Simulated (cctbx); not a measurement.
# Solving a structure by charge flipping

Cell a = 3.9860 Å, b = 3.9860 Å, c = 10.2840 Å, α = 90.00°, β = 90.00°, γ = 90.00°; space group I4mm (no. 107); content Gd2 Ag2 Fe6.

Simulated single-crystal data (cctbx): Mo Kα, λ = 0.71073 Å, to d = 0.7 Å, 95 % of the full sphere, strongest reflection 40000 counts, noise from counting, a 6 % proportional error and a noise floor of 15 counts (s.d.); no absorption, and some extinction, which the refinements don't model.

Charge flipping in P1 on plain amplitudes to 0.8 Å, δ = 1 σ, 30 % of the reflections treated as weak, 200 cycles:

```text
cycle      R  skewness
    0  0.510     0.32
   16  0.346     3.14
   32  0.245     4.38
   48  0.242     4.46
   64  0.206     4.71
   80  0.223     4.77
   96  0.218     4.30
  112  0.251     4.20
  128  0.255     4.16
  144  0.286     4.18
  160  0.270     3.87
  176  0.273     3.89
  192  0.264     3.92
origin shift          correlation  skewness
 0.085  0.252 -0.000      0.928      3.87
 0.254  0.788  0.000      0.853      2.31
 0.585  0.752 -0.000      0.928      3.87
 0.254  0.788 -0.000      0.853      2.31
taken: symmetry correlation 0.928, skewness 3.87
peak      x       y       z  mult  height/sigma
Q1    0.0000  0.0000  0.5871    2     13.5
Q2    0.0000  0.0000  0.9984    2      8.2
Q3    0.0000  0.0000  0.2290    2      6.1
Q4    0.0000  0.0000  0.0935    2      4.0
Q5    0.0000  0.5000  0.3317    4      4.0
Q6    0.0000  0.0000  0.8528    2      3.8
Q7    0.0000  0.3573  0.7560    8      2.3
Q8    0.0000  0.5000  0.9627    4      1.7
Q9    0.1516  0.1516  0.1849    8      1.6
```

The origin is taken among those within 0.04 of the best correlation, by the skewness of the map.

It took 0.28 s on 1 thread of Arm Neoverse V2, with other jobs on the host, peak memory 0.07 GiB.

Q: Assign the peaks.

Heights go roughly as Z and multiplicities must add up to the content. First model: Q1 = Gd1 (2 in the cell, height 13.5), Q2 = Ag1 (2 in the cell, height 8.2), Q3 = Fe1 (2 in the cell, height 6.1) and Q5 = Fe2 (4 in the cell, height 4.0). Against the true structure, Q1 is Gd, Q2 is Ag, Q3 is Fe and Q5 is Fe; the other peaks are not atoms.

Least squares on F², isotropic:

```text
Rint 0.046, 187 unique reflections to 0.70 A
cycle     R1     wR2    GooF  max shift (A)
   1  0.2520  0.5320  15.690   0.08322
   6  0.0152  0.0354   1.043   0.00137
final R1 0.0151 wR2 0.0350 GooF 1.032  parameters 8  data/parameter 23.4
atom        x        y        z      Ueq    occ   su(xyz)  su(Uiso or U11)
Gd1    0.00000  0.00000  0.59097   0.0198  1.000  0.00003  0.0001
Ag1    0.00000  0.00000  0.99145   0.0200  1.000  0.00006  0.0002
Fe1    0.00000  0.00000  0.21483   0.0281  1.000  0.00019  0.0004
Fe2    0.00000  0.50000  0.34509   0.0271  1.000  0.00018  0.0002
difference map: max 0.66 min -1.55 rms 0.24
Q1    0.0000  0.2451  0.0850    8    0.66  1.37 A from Ag1
Q2    0.1383  0.1383  0.4893    8    0.46  1.30 A from Gd1
Q3    0.2209  0.2209  0.0942    8    0.45  1.57 A from Gd1
Q4    0.0860  0.2627  0.7560   16    0.35  1.36 A from Fe2
Q5    0.1292  0.1292  0.6912    8    0.30  1.26 A from Gd1
```

Anisotropic refinement:

```text
Rint 0.046, 187 unique reflections to 0.70 A
cycle     R1     wR2    GooF  max shift (A)
   1  0.0151  0.0350   1.048   0.00243
   2  0.0151  0.0340   1.016   0.00000
final R1 0.0151 wR2 0.0340 GooF 1.016  parameters 13  data/parameter 14.4
atom        x        y        z      Ueq    occ   su(xyz)  su(Uiso or U11)
Gd1    0.00000  0.00000  0.59093   0.0198  1.000  0.00003  0.0002
Ag1    0.00000  0.00000  0.99152   0.0202  1.000  0.00006  0.0003
Fe1    0.00000  0.00000  0.21459   0.0275  1.000  0.00020  0.0006
Fe2    0.00000  0.50000  0.34532   0.0272  1.000  0.00019  0.0005
Flack x: 0.004(16)
Hooft y: 0.008(17)  Bijvoet pairs: 89
difference map: max 0.64 min -1.42 rms 0.24
Q1    0.0000  0.2479  0.0869    8    0.64  1.39 A from Ag1
Q2    0.2279  0.2279  0.0956    8    0.45  1.53 A from Gd1
Q3    0.1667  0.1667  0.4833    8    0.43  1.45 A from Gd1
Q4    0.2137  0.2137  0.7425    8    0.35  1.64 A from Fe1
Q5    0.0000  0.1791  0.7217    8    0.32  1.52 A from Gd1
Q6    0.1310  0.1310  0.6896    8    0.32  1.25 A from Gd1
```

**Reading.** The refinement ends at R1 = 0.0151, wR2 = 0.0340, GooF = 1.02, with difference density between -1.42 and 0.64 e/Å³. Every site matches the true model in element, within 0.001 Å r.m.s., up to an allowed shift of origin or inversion. Flack x = 0.004 with s.u. 0.016: x is within 3 s.u. of 0, so the absolute structure is right.

True model:

```csv
atom,mult.,x,y,z,Ueq (Å²)
Gd1,2,0,0,0.1150,0.0202
Ag1,2,1/2,1/2,0.0156,0.0210
Fe1,2,1/2,1/2,0.2385,0.0275
Fe2,4,1/2,0,0.3695,0.0275
```

The model was made for the exercise: a known structure type with other elements put in, its volume estimated, not relaxed; displacement parameters are assumed.

[Middle refinement cycles are left out of these outputs.]

[Logs are printed without paths, hosts, clocks, repeated set-up lines and the standing remarks that a program may print on its own settings, such as how far it seeks lower states.]
